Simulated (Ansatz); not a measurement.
# Li3LaIn2 (built on the sites of a database entry of Li3LaBi2): relaxing the cell for a phonon run, part 2 of 2

Wanted: the relaxed cell of Li3LaIn2 (built on the sites of a database entry of Li3LaBi2).

Ansatz 0.2.0; DFT PBEsol, scalar-relativistic, plane waves, PAW.

So far. Step 2 (A coarse first look): The coarse mesh shows no gap and a pressure of -0.4 GPa. The relaxed cell has a = 4.903, c = 6.599 Å (conventional setting).

The structure was built from a prototype and need not be the compound's stable phase.

### Step 4. Relaxing to small forces for the phonons

Phonons need a cell at rest on their own settings, so the relaxation is repeated with tight tolerances on forces and stress on the k mesh and occupations of the first response run.

input.yaml

```yaml
crystal:
  lattice:
    - [4.9025432227, 0.0, 0.0]
    - [-2.4512716113, 4.245726974, 0.0]
    - [0.0, 0.0, 6.5991192976]
  atoms:
    - { symbol: Li, position: [0.3333333333, 0.6666666667, 0.6753745314] }
    - { symbol: Li, position: [0.6666666667, 0.3333333333, 0.3246254686] }
    - { symbol: Li, position: [0.0, 0.0, 0.5] }
    - { symbol: La, position: [0.0, 0.0, 0.0] }
    - { symbol: In, position: [0.3333333333, 0.6666666667, 0.2425307843] }
    - { symbol: In, position: [0.6666666667, 0.3333333333, 0.7574692157] }
kpoints:
  mp_grid: { grid: [9, 9, 6] }
hamiltonian:
  xc: pbesol
scf:
  occupations: { method: methfessel_paxton, width: 0.2 }
output:
  forces: true
  stress: true
  eigenvalues: true
  write_density: true
  write_potential: true
  elf: true
  volumetric_format: npy
relax:
  adjacent_minimum: "off"
  f_tol: 0.001
  max_steps: 60
  cell: { stress_tol: 0.01 }
```

Run with:

```
ansatz run input.yaml --threads 8 --pin off --max-ram 14336MiB --backend cpu --events-out ev --progress --plain --runs-dir out
```

Numbers of over 12 decimals in the logs are rounded to 6 here.

Output:

```text
[...]
Crystal: 6 atoms, lattice volume = 137.360 Å³
Basis set: ecut = 420 eV, 2669 PW (Γ), exchange–correlation on 72×72×90 points (8 copies of the dense FFT grid, shifted against one another)
Bands: 29, of which v1, the nominal top of the filled ones, is band 23 counted from 1 (22 counted from 0)
Symmetry: 12 space group operations
[...]
k-points: 62 of 486
[...]
cell:  # Å, volume = 137.2880 Å³
    - [4.903468, -2.8872890189187587e-11, 0]
    - [-2.451734, 4.246528, 0]
    - [0, 0, 6.593183]
  atoms:
    - { symbol: Li, position: [0.333333, 0.666667, 0.675320] }
    - { symbol: Li, position: [0.666667, 0.333333, 0.324680] }
    - { symbol: Li, position: [0, 0, 0.5] }
    - { symbol: La, position: [0, 0, 0] }
    - { symbol: In, position: [0.333333, 0.666667, 0.242102] }
    - { symbol: In, position: [0.666667, 0.333333, 0.757898] }
[key lines of the parts left out:]
SCF converged after 5 iterations
Free energy (F): -17822.753617 eV
Fermi energy:    7.068614 eV
P = ⅓ Tr σ = 0.0039 GPa (0.039 kbar)
```

Wall time 8.5 s (8 threads of Arm Neoverse V2, shared host); peak memory 0.73 GiB; 62 s of CPU time.

Little changed from the start: no atom moved by 0.005 Å and no cell edge by 0.1 %.

This step gave:

| Property | Result |
| --- | --- |
| pressure | 0.003882 GPa |
| volume per atom | 22.88 Å³ |

ELF in the ac plane at fractional y = 0.000, with atoms of Li and La within 0.2 Å of it. It is the smooth field of the valence electrons, not physical close to the nuclei.

Values, 18 rows by 14 columns, each cell a mean:
```
0.20 0.60 0.81 0.54 0.15 0.20 0.35 0.39 0.29 0.14 0.27 0.71 0.78 0.39
0.75 0.81 0.71 0.34 0.15 0.29 0.42 0.45 0.38 0.20 0.18 0.51 0.79 0.79
0.70 0.61 0.37 0.18 0.23 0.40 0.47 0.47 0.45 0.33 0.18 0.24 0.49 0.67
0.27 0.22 0.17 0.22 0.38 0.48 0.47 0.47 0.48 0.45 0.31 0.18 0.18 0.25
0.14 0.17 0.25 0.38 0.49 0.51 0.48 0.47 0.49 0.51 0.45 0.32 0.20 0.15
0.15 0.22 0.36 0.49 0.55 0.52 0.50 0.49 0.51 0.53 0.53 0.44 0.30 0.18
0.03 0.05 0.21 0.43 0.51 0.50 0.48 0.48 0.49 0.51 0.49 0.35 0.12 0.03
0.64 0.24 0.06 0.25 0.42 0.43 0.42 0.42 0.42 0.43 0.37 0.15 0.07 0.46
0.99 0.67 0.06 0.16 0.35 0.37 0.36 0.36 0.37 0.37 0.29 0.07 0.22 0.94
0.90 0.48 0.05 0.19 0.38 0.40 0.39 0.39 0.39 0.40 0.32 0.10 0.14 0.77
0.20 0.06 0.12 0.36 0.47 0.47 0.46 0.45 0.46 0.48 0.44 0.25 0.06 0.12
0.08 0.15 0.33 0.49 0.53 0.52 0.50 0.49 0.50 0.53 0.53 0.43 0.24 0.11
0.17 0.21 0.32 0.45 0.52 0.52 0.49 0.48 0.50 0.53 0.50 0.39 0.27 0.19
0.16 0.15 0.18 0.29 0.44 0.50 0.48 0.47 0.49 0.49 0.38 0.23 0.16 0.15
0.52 0.41 0.24 0.17 0.30 0.44 0.47 0.47 0.47 0.39 0.22 0.18 0.31 0.47
0.80 0.77 0.57 0.24 0.17 0.34 0.45 0.46 0.42 0.25 0.16 0.38 0.69 0.80
0.49 0.73 0.79 0.46 0.14 0.23 0.38 0.42 0.33 0.16 0.23 0.64 0.81 0.62
0.04 0.47 0.81 0.59 0.16 0.18 0.33 0.37 0.27 0.13 0.31 0.75 0.74 0.20
```
Columns run along a (4.9 Å), rows up along c (6.6 Å). Atoms in or near the plane, at fractional coordinates: Li at (0.00, 0.50), La at (0.00, 0.00).

Electrostatic potential energy in the ac plane at fractional y = 0.000, with atoms of Li and La within 0.2 Å of it. With pseudopotentials it is smooth inside the atoms' cores, unlike the true potential.

Values in eV, 18 rows by 14 columns, each cell a mean:
```
-23 -36 -27  -5   5   9  10  10  10   8   2 -14 -34 -31
-35 -30 -13   0   6   9  10  10   9   8   4  -4 -21 -33
-14  -8   0   5   8   9   9   9   9   8   7   3  -4 -11
  2   4   6   8   9   8   8   8   8   9   8   7   5   3
  7   7   8   9   9   8   7   7   8   9   9   9   8   7
  7   8   9  10  10   9   8   8   8   9  10   9   8   7
  2   5   7   9  10   9   9   9   9  10  10   8   6   3
-16  -7   4   8  10  10  10  10  10  10   9   7   1 -12
-30 -16   1   8  10  10  10  10  10  10   9   6  -6 -24
-24 -12   3   8  10  10  10  10  10  10   9   6  -3 -19
 -5   1   6   9  10  10   9   9   9  10   9   8   4  -2
  6   7   8   9  10   9   8   8   9   9  10   9   8   6
  7   8   9   9   9   8   7   7   8   9   9   9   8   8
  5   6   7   9   9   8   7   7   8   9   9   8   7   5
 -4  -1   3   6   8   8   8   8   8   8   8   5   1  -3
-27 -20  -7   3   7   9   9   9   9   8   5  -1 -12 -25
-34 -36 -22  -3   6   9  10  10  10   8   3 -10 -30 -36
 -7 -33 -30  -7   5   9  10  10  10   7   1 -17 -35 -23
```
Columns run along a (4.9 Å; values clipped at the 3rd and 97th percentile), rows up along c (6.6 Å). Atoms in or near the plane, at fractional coordinates: Li at (0.00, 0.50), La at (0.00, 0.00).

Valence density in the ac plane at fractional y = 0.000, with atoms of Li and La within 0.2 Å of it. It is the smooth field of the valence electrons, not physical close to the nuclei.

Ten steps, logarithmic in the rise over the least value, from '_' (0.1 e/Å³) to '@' (7.0 e/Å³), each cell a mean:
```
******==..________..::++****
****++--............::==++**
++==--................::--==
::::......................::
________..............______
__________..........________
____________....____________
##==____________________..**
@@##..__________________==%%
@@**____________________--##
--..______________________::
__________........__________
________............________
..............::......__....
==--::..................::--
**++==::..............--++**
****++--..________..::==****
******==..________..::++****
```
Columns run along a (4.9 Å), rows up along c (6.6 Å). Atoms in or near the plane, at fractional coordinates: Li at (0.00, 0.50), La at (0.00, 0.00).

The largest force component left is 0.51 meV/Å and the pressure is 0.004 GPa, within the tolerances set. The cell now holds 22.88 Å³/atom.

### Step 5. Summary of results

```yaml
space_group_after_relaxation_within_0p01_a: P-3m1
lattice_constant_a: 4.903 Å
lattice_constant_b: 4.903 Å
lattice_constant_c: 6.593 Å
volume_per_atom: 22.9 Å³
```

**Reading.** The largest force component left is 0.51 meV/Å and the pressure is 0.004 GPa, within the tolerances set. The cell now holds 22.88 Å³/atom. The relaxation keeps the symmetry of its start, so it says nothing on stability against lower symmetry. Spin-orbit coupling is left out, which can matter for the heavy elements here. The starting cell was built on a prototype and not taken from a measurement, so the phase need not exist.

[Logs are printed without paths, hosts, clocks, repeated set-up lines and the standing remarks that a program may print on its own settings, such as how far it seeks lower states.]

[Hosts, paths, dates, database ids (printed as entryN), source tags and the programs' standing remarks are cut or masked in the printed files.]
